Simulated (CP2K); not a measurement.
Consider mercaptopyrazine at its PBE geometry (Å).

```xyz
11

S     2.7401   -0.1299   -0.2556
C     0.9819   -0.0876   -0.0953
C     0.2594   -1.3021   -0.0962
N    -1.0704   -1.3308    0.0234
C    -1.6865   -0.1378    0.1457
C    -0.9710    1.0598    0.1435
N     0.3681    1.1000    0.0230
H     2.8569    1.2151   -0.1823
H     0.7722   -2.2621   -0.1959
H    -2.7730   -0.1475    0.2482
H    -1.4779    2.0227    0.2415
```

Method: CP2K XAS_TDP, all-electron GAPW, PBEh(45%), aug-cc-pVDZ, TDA, no relativity.

**Question.** Where do the C K-edge lines lie, and how strong are they?

Leading lines: C2 282.53 eV, C3 281.63 eV, C5 281.71 eV and C6 281.61 eV. The leading line of an atom is its first one with 35 % of the strongest within 2.5 eV of its lowest line over the strength cut. 

The first six lines of each atom with a strength over 0.0015:

```csv
atom,energy (eV),states,"strength, one atom"
"C2 (bonded to C, N and S)",282.53,1,0.0561
,284.31,1,0.0038
,285.31,1,0.0351
,286.84,1,0.0035
,287.22,1,0.0020
,288.03,1,0.0022
"C3 (bonded to C, N and H)",281.63,1,0.0494
,283.55,1,0.0044
,285.41,1,0.0129
,286.55,1,0.0051
,287.26,1,0.0040
,287.75,1,0.0017
"C5 (bonded to C, N and H)",281.71,1,0.0502
,283.13,1,0.0039
,285.31,1,0.0118
,286.35,1,0.0033
,286.97,1,0.0035
,287.50,1,0.0037
"C6 (bonded to C, N and H)",281.61,1,0.0530
,283.56,1,0.0034
,285.46,1,0.0125
,286.52,1,0.0021
,286.69,1,0.0023
,286.83,1,0.0029
```

Lines are vertical, at one geometry, with no vibrational structure. Without a correction of the core level, line positions, and the gaps between valence and Rydberg lines, follow the share of exact exchange. At this level such K lines come out 3 to 6 eV under measured ones. These values hold no scalar relativity, about 0.1 eV for C 1s. Rydberg lines, and the discretised continuum above threshold, depend on the basis and the box.

[Banner, clock and machine lines of the logs are left out without a mark of their own.]

[Logs are printed without paths, hosts, clocks, repeated set-up lines and the standing remarks that a program may print on its own settings, such as how far it seeks lower states.]

[Hosts, paths, dates, database ids (printed as entryN), source tags and the programs' standing remarks are cut or masked in the printed files.]
